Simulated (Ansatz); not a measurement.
# Work function of Ru(0001): what the settings cost and change, part 2 of 2

Aim: the work function of Ru(0001) across levels of theory at one geometry.

Ansatz 0.2.0; plane-wave DFT, PBE, Ansatz PAW (the session's first sound run).

So far, work function, upper face (eV): step 2 (run, setting PBE, Ansatz PAW (420 eV)) 5.07; step 5 (RPBE) 4.90; step 6 (r2SCAN) 5.08; step 7 (PBE JTH) 5.05; step 8 (PBE norm-conserving) 5.07.

## (9) Run

This step: plane-wave DFT, LDA, norm-conserving (Ansatz 0.2.0).

input.yaml reads:

```yaml
crystal:
  lattice:
    - [2.7, 0.0, 0.0]
    - [1.35, 2.3382685902, 0.0]
    - [0.0, 0.0, 30.8304]
  atoms:
    - { symbol: Ru, position: [0.0, 0.0, 0.2919196637] }
    - { symbol: Ru, position: [0.6666666667, 0.6666666667, 0.3612797758] }
    - { symbol: Ru, position: [0.0, 0.0, 0.4306398879] }
    - { symbol: Ru, position: [0.6666666667, 0.6666666667, 0.5] }
    - { symbol: Ru, position: [0.0, 0.0, 0.5693601121] }
    - { symbol: Ru, position: [0.6666666667, 0.6666666667, 0.6387202242] }
    - { symbol: Ru, position: [0.0, 0.0, 0.7080803363] }
kpoints:
  mp_grid: { grid: [17, 17, 1] }
hamiltonian:
  xc: lda
  pseudopotentials: { kind: nc }
scf:
  occupations: { method: fermi_dirac, width: 0.1 }
  convergence: { dr2_threshold: 1.0e-09 }
efield:
  axis: 3
  dipole_correction: true
  ramp_position: 0.97
  ramp_width: 0.06
output:
  write_potential: true
  write_density: true
  volumetric_format: npy
```

Started as:

```console
> ansatz run input.yaml --threads 4 --pin off --max-ram 6144MiB --backend cpu --events-out ev --progress --plain --runs-dir out
```

Numbers of over 12 decimals in the logs are rounded to 6 here.

Log:

```text
[...]
Crystal: 7 atoms, lattice volume = 194.642 Å³
Basis set: ecut = 1197.300995 eV, 18395 PW (Γ)
Bands: 68, of which v1, the nominal top of the filled ones, is band 56 counted from 1 (55 counted from 0)
Symmetry: 6 space group operations
k-points: 33 of 289 (time reversal used)
[...]
k-point 0: bands = [... 52 lower, 6.7695, 6.9994, 7.5492, 7.5492, 8.0955, 8.0955, 8.2268, 8.7361, ... 8 higher]
  k-point 1: bands = [... 52 lower, 6.8628, 7.0163, 7.4629, 7.4988, 7.9753, 8.0539, 8.0570, 8.7040, ... 8 higher]
  k-point 2: bands = [... 52 lower, 6.9293, 7.1323, 7.1339, 7.4451, 7.6255, 7.7766, 7.9895, 8.1606, ... 8 higher]
  k-point 32: bands = [... 52 lower, 7.5797, 8.1242, 8.9780, 9.3113, 9.3127, 9.6499, 9.7923, 9.8195, ... 8 higher]
[key lines of the parts left out:]
SCF converged after 9 iterations
Free energy (F): -19261.084285 eV
Fermi energy:    8.692378 eV
Dipole field:    D = -0.000001 V/Å  (p = -0.000001 e·Å, saw-weighted, corrected)
Work function:   Φ+ = 5.4308 eV   Φ− = 5.4308 eV
```

It took 2.6 min on 4 threads of Arm Neoverse N1, shared host; peak memory 2.6 GiB.

The work function is 5.431 eV, +0.364 eV from the run “PBE, Ansatz PAW (420 eV)”, at 4.8 times its CPU time.

## (10) Slab, setting PBE, all layers relaxed

This step: plane-wave DFT, PBE, Ansatz PAW (Ansatz 0.2.0).

input.yaml: that of step 9 with these lines changed.

```diff
@@ -16,4 +16,3 @@
 hamiltonian:
-  xc: lda
-  pseudopotentials: { kind: nc }
+  xc: pbe
 scf:
@@ -26,2 +25,5 @@
   ramp_width: 0.06
+relax:
+  f_tol: 0.01
+  max_steps: 40
 output:
```

Log:

```text
[...]
Crystal: 7 atoms, lattice volume = 194.642 Å³
Basis set: ecut = 420 eV, 3841 PW (Γ), exchange–correlation on 40×40×432 points (8 copies of the dense FFT grid, shifted against one another)
Bands: 68, of which v1, the nominal top of the filled ones, is band 56 counted from 1 (55 counted from 0)
Symmetry: 6 space group operations
[...]
- { symbol: Ru, position: [4.148620287891627e-19, 0, 0.292411] }
    - { symbol: Ru, position: [0.666667, 0.666667, 0.359729] }
    - { symbol: Ru, position: [-7.36523533351842e-19, 0, 0.429768] }
    - { symbol: Ru, position: [0.666667, 0.666667, 0.500000] }
    - { symbol: Ru, position: [7.365236211533038e-19, 0, 0.570232] }
    - { symbol: Ru, position: [0.666667, 0.666667, 0.640271] }
    - { symbol: Ru, position: [-4.1486204990718653e-19, 0, 0.707589] }
[key lines of the parts left out:]
SCF converged after 7 iterations
Free energy (F): -41148.844902 eV
Fermi energy:    8.974739 eV
Dipole field:    D = -0.000001 V/Å  (p = -0.000001 e·Å, saw-weighted, corrected)
Work function:   Φ+ = 5.0102 eV   Φ− = 5.0102 eV
```

Run time: 100 s. Hardware: 4 threads; peak memory 0.72 GiB; 5.6 min of CPU time.

The relaxation took 4 steps and lowered the energy by 0.047 eV; the largest force on the free atoms ends at 0.0053 eV/Å.

The work function is 5.010 eV, -0.056 eV from the run “PBE, Ansatz PAW (420 eV)”, at 2.9 times its CPU time.

## (11) Run

This step: plane-wave DFT, PBE, fully relativistic PAW with spin-orbit coupling (Ansatz 0.2.0).

input.yaml: that of step 10 with these lines changed.

```diff
@@ -17,2 +17,3 @@
   xc: pbe
+  pseudopotentials: { kind: paw_fr }
 scf:
@@ -25,5 +26,5 @@
   ramp_width: 0.06
-relax:
-  f_tol: 0.01
-  max_steps: 40
+magnetization:
+  noncollinear: true
+  spin_orbit: true
 output:
```

Log:

```text
[...]
non-collinear run that drives no moment, with spin-orbit: no starting moment large enough to seed its density (crystal.atoms[].spin), no starting occupations that ask for one, no magnetisation constraint and no magnetic field, so the semilocal B_xc is pinned to zero
Crystal: 7 atoms, lattice volume = 194.642 Å³
[...]
k-point 1: bands = [... 108 lower, 7.7162, 7.7162, 7.7980, 7.7980, 8.2342, 8.2342, 8.2869, 8.2869, ... 20 higher]
  k-point 2: bands = [... 108 lower, 7.4353, 7.4353, 7.7261, 7.7261, 7.8871, 7.8871, 8.0411, 8.0411, ... 20 higher]
  k-point 32: bands = [... 108 lower, 9.2130, 9.2250, 9.5371, 9.5526, 9.5855, 9.5882, 9.8746, 9.8982, ... 20 higher]
[key lines of the parts left out:]
SCF converged after 13 iterations
Magnetization: |M| = 0.0000 μB,  M = (+0.0000, +0.0000, +0.0000) μB
Free energy (F): -41159.817190 eV
Fermi energy:    8.944929 eV
Dipole field:    D = 0.000001 V/Å  (p = 0.000001 e·Å, saw-weighted, corrected)
Work function:   Φ+ = 5.0673 eV   Φ− = 5.0673 eV
```

Wall time 4.8 min (4 threads); peak memory 3 GiB; 18 min of CPU time.

The work function is 5.067 eV, +0.001 eV from the run “PBE, Ansatz PAW (420 eV)”, at 9.1 times its CPU time.

## (12) The series together

Times are for 4 threads of Arm Neoverse N1, shared host. The series side by side:

| no. | setting | work function, upper face (eV) | time | memory (GiB) |
| --- | --- | --- | --- | --- |
| 1 | PBE, Ansatz PAW (420 eV) | 5.067 | 37 s | 0.8 |
| 2 | LDA, Ansatz PAW (420 eV) | 5.428 | 36 s | 0.79 |
| 3 | PBEsol, Ansatz PAW (420 eV) | 5.200 | 37 s | 0.8 |
| 4 | RPBE, Ansatz PAW (420 eV) | 4.896 | 36 s | 0.8 |
| 5 | r2SCAN, Ansatz PAW (500 eV) | 5.080 | 73 s | 1.2 |
| 6 | PBE, JTH PAW (1800 eV) | 5.054 | 5.1 min | 5.2 |
| 7 | PBE, norm-conserving (1143 eV) | 5.069 | 2.8 min | 2.5 |
| 8 | LDA, norm-conserving (1197 eV) | 5.431 | 2.6 min | 2.6 |
| 9 | PBE, all layers relaxed | 5.010 | 100 s | 0.72 |
| 10 | PBE with spin-orbit coupling (420 eV) | 5.067 | 4.8 min | 3.0 |

## (13) A changed input

This step: plane-wave DFT, PBE, Ansatz PAW (Ansatz 0.2.0).

An input spoilt on purpose, to show how the run answers: it repeats the earlier run “PBE, Ansatz PAW (420 eV)” with efield.ramp_width from 0.06 to 0.9, and scf.max_iter set to 50; its output block differs too.

input.yaml: that of step 11 with these lines changed.

```diff
@@ -17,3 +17,2 @@
   xc: pbe
-  pseudopotentials: { kind: paw_fr }
 scf:
@@ -21,2 +20,3 @@
   convergence: { dr2_threshold: 1.0e-09 }
+  max_iter: 50
 efield:
@@ -25,6 +25,3 @@
   ramp_position: 0.97
-  ramp_width: 0.06
-magnetization:
-  noncollinear: true
-  spin_orbit: true
+  ramp_width: 0.9
 output:
```

Log:

```text
Engine: ansatz 0.2.0, aarch64-unknown-linux-gnu
Pseudopotentials: kind: paw
Pseudopotential: Ru, paw, valence charge 16, recommended cutoff 420 eV (normal), Ru.paw.azcp
Functional definition: PBE
  parameter kappa = 0.804
  parameter beta = 0.066725
  exchange = pbe_x(kappa = kappa, mu = beta*pi^2/3)
  correlation = pbe_c(beta = beta)
Crystal: 7 atoms, lattice volume = 194.642 Å³
Basis set: ecut = 420 eV, 3841 PW (Γ)
Bands: 68, of which v1, the nominal top of the filled ones, is band 56 counted from 1 (55 counted from 0)
Symmetry: 6 space group operations
k-points: 33 of 289 (time reversal used)
Non-local potential: Ru, projectors of the file, l = 0: 3, l = 1: 2, l = 2: 2, l = 3: 1
PAW form: soft (Blöchl's): semilocal exchange-correlation on the pseudo side does not see the compensation charge
PAW one-centre angular grid: Ru, 590 points (default); XC on 64 Gauss nodes
Initial density: superposition of atomic densities (neutral atoms: chi_scale 0, normalization atom), corrected by the library's trained network
Initial wavefunctions: pseudopotential atomic-orbital guess
Functional: x = pbe(κ = 0.804, μ = 0.219515), c = pbe(β = 0.066725)
Error: efield: ion 0 (Ru) at fractional coordinate 0.2919 along the field axis lies inside the sawtooth ramp with 2 of the planes that the density is read on at each end, [0.9607, 0.8793] — the ramp must sit in vacuum (an ion there feels the fictitious reversed slope); set or move the ramp (efield.ramp_position / ramp_width) or move the geometry
```

Wall time 0.27 s (4 threads); peak memory 0.36 GiB.

The program refused the input before any cycle.

The program's message: “Error: efield: ion 0 (Ru) at fractional coordinate 0.2919 along the field axis lies inside the sawtooth ramp with 2 of the planes that the density is read on at each end, [0.9607, 0.8793] — the ramp m …”

The fault put into the input: a ramp so wide that it reaches the atoms.

## (14) What came out

```json
{
 "work function, PBE, Ansatz PAW (420 eV)": "5.067 eV",
 "work function, LDA, Ansatz PAW (420 eV)": "5.428 eV",
 "work function, RPBE, Ansatz PAW (420 eV)": "4.896 eV",
 "work function, r2SCAN, Ansatz PAW (500 eV)": "5.080 eV",
 "work function, LDA, norm-conserving (1197 eV)": "5.431 eV",
 "work function, PBE, all layers relaxed": "5.010 eV",
 "work function, PBE with spin-orbit coupling (420 eV)": "5.067 eV"
}
```

What this shows: PBE on the default files gives 5.07 eV, and the settings tried spread the value from 4.90 to 5.43 eV. At one geometry LDA lies 0.36 eV above PBE. The choice of pseudopotentials moves the PBE value by 0.015 eV. Relaxing the layers changes it by -0.056 eV. Spin-orbit coupling, on the fully relativistic files, changes it by +0.00 eV. The ladder's slabs use the tabulated experimental lattice constant (two decimals; a low-temperature value for the alkali metals).

[Logs are printed without paths, hosts, clocks, repeated set-up lines and the standing remarks that a program may print on its own settings, such as how far it seeks lower states.]

[Hosts, paths, dates, database ids (printed as entryN), source tags and the programs' standing remarks are cut or masked in the printed files.]

[Maps of the electrostatic potential energy from Ansatz leave out the sawtooth potential of an applied field or a dipole correction, so their vacuum need not be flat; planar profiles and work functions include it.]
